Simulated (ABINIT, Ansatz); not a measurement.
Entries from a set of simulations; values are calculated unless marked as measured.

### Quasiparticle gap of Li2H6Pt (Fm-3m) in ABINIT

The structure is cubic, space group Fm-3m (No. 225). Conventional cell: a = 6.650 Å, b = 6.650 Å, c = 6.650 Å, α = 90.00°, β = 90.00°, γ = 90.00°. Nearest to Li lie 12 H at 2.35 Å. H has 1 Pt at 1.63 Å nearest. Pt has 6 H at 1.63 Å nearest. Farther neighbours, and contacts between anions beyond the nearest, are not listed.

```xyz
9
Lattice="0.0000 3.3249 3.3249 3.3249 0.0000 3.3249 3.3249 3.3249 0.0000" Properties=species:S:1:pos:R:3 pbc="T T T"
Li    4.9874    4.9874    4.9874
Li    1.6625    1.6625    1.6625
H     3.3249    3.3249    5.0192
H     3.3249    1.6306    3.3249
H     1.6306    3.3249    3.3249
H     3.3249    3.3249    1.6306
H     3.3249    5.0192    3.3249
H     5.0192    3.3249    3.3249
Pt    0.0000    0.0000    0.0000
```

| Quantity | Value |
| --- | --- |
| method | RPA screening on LDA, plane waves, norm-conserving pseudopotentials (and 2 further levels or steps) |
| program | ABINIT 10.8.3 |
| settings | cutoff 34 Ha, PseudoDojo scalar-relativistic 0.4.1 standard, norm-conserving, ngkpt (4, 4, 4), nband 51, ecuteps 3.6 Ha, inclvkb 2, shiftk (0, 0, 0), symchi 1, awtr 1, frequency ppm, 4×4×4 k-mesh |
| cost | 5 runs, 62 s in all on 4 MPI ranks of Intel Xeon 6975P-C (Granite Rapids), shared host |
| notes | The cell and positions are those that the Materials Project relaxed with its own functionals (PBE, PBE+U or r2SCAN), kept fixed. Limits: no spin polarisation; d states lean on the start; no spin-orbit coupling. The runs have no spin polarisation. For a closed low-spin shell that is the natural state; where a d or f shell is open it is a constraint, and the gap is then not the crystal’s own. |
| LDA gap | 2.58 eV, indirect |
| G0W0 gap on the mesh | 4.73 eV |
| G0W0 gap over the zone (rigid shift) | 4.55 eV |
| GW settings | 4×4×4 mesh, 51 bands, screening to 98 eV, Godby-Needs plasmon pole |
| known limits | short of the basis limit; no spin polarisation; d states lean on the start; no spin-orbit coupling |

G0W0 moves the gap on the mesh from 2.76 eV to 4.73 eV (+1.97 eV), with Z of 0.81 and 0.83 at the edges. The mesh misses the band edges by 0.18 eV in all; a rigid shift gives 4.55 eV for the zone.

[Long decimals in the printed logs are rounded to 6 places.]

[Logs are printed without paths, hosts, clocks, repeated set-up lines and the standing remarks that a program may print on its own settings, such as how far it seeks lower states.]

[Paths, hosts, dates, memory and timing lines, banners, echoed tables and standing remarks are left out of the program output; an Ansatz launch command may be rebuilt from the run's recorded settings. Measured values are a selection of at most five: reports struck by readers or far from the other reports are left out. None is set beside runs whose start may be inverted or whose files or cutoffs have a known fault.]

[Runs of the session that timed out or met a known fault of the program may be left out.]

[Hosts, paths, dates, database ids (printed as entryN), source tags and the programs' standing remarks are cut or masked in the printed files.]

[G0W0 gaps are taken among the corrected bands and points alone; a level outside them can change the order at an edge.]

[Where Ansatz stands beside ABINIT at settings called matched, ABINIT's density can come from a denser mesh and the files from another edition; pairs whose starting gaps differed by over 0.03 eV were left out, so agreement reads better than it is.]
